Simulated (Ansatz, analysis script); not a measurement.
Computed results, one entry a study.

### Free-standing triangular Pt monolayer, spacing 3.069 Å: magnetic anisotropy by several levels

The cell holds 1 atom: 1 Pt. Its edges and angles: a = 3.069 Å, b = 3.069 Å, c = 14.000 Å, α = 90.0°, β = 90.0°, γ = 120.0°. An idealised lattice of chosen spacing, in vacuum. Vacuum lies along c.

| Property | Result |
| --- | --- |
| method | PBE, PAW set soft_1; spinors with self-consistent spin–orbit coupling, one run a direction (and 3 further levels or steps) |
| program | Ansatz 0.2.0 and analysis script 1 |
| settings of one run | cutoff 420 eV, 35×35×1 k-mesh, Fermi-Dirac occupations, smearing width 0.05 eV, starting moments 0.53 μB |
| notes | The size of the anisotropy is not settled between the levels. The program marks its force-theorem result as in doubt. All of this holds for the ferromagnetic order, the only one run; whether the real compound orders so is not tested. The cell was taken as built, with atoms unrelaxed. In doubt: the program’s search for lower states was switched off, so a lower magnetic state than those reached may exist. |
| easy direction among those tried, spin–orbit part | in plane, along a and in plane, across a (alike) |
| hardest less easiest direction, mesh 35x35x1 | 1.60 meV a cell of 1 atom |
| orbital moment of Pt no. 1 along its axis, moments in plane, across a | 0.410 μB |

The easy direction among those tried is in plane, along a and in plane, across a, by 1.60 meV a cell against the hardest one tried, on the mesh 35x35x1. All levels agree on the spin–orbit part's easy direction.

[Hosts, paths, dates, database ids (printed as entryN), source tags and the programs' standing remarks are cut or masked in the printed files.]
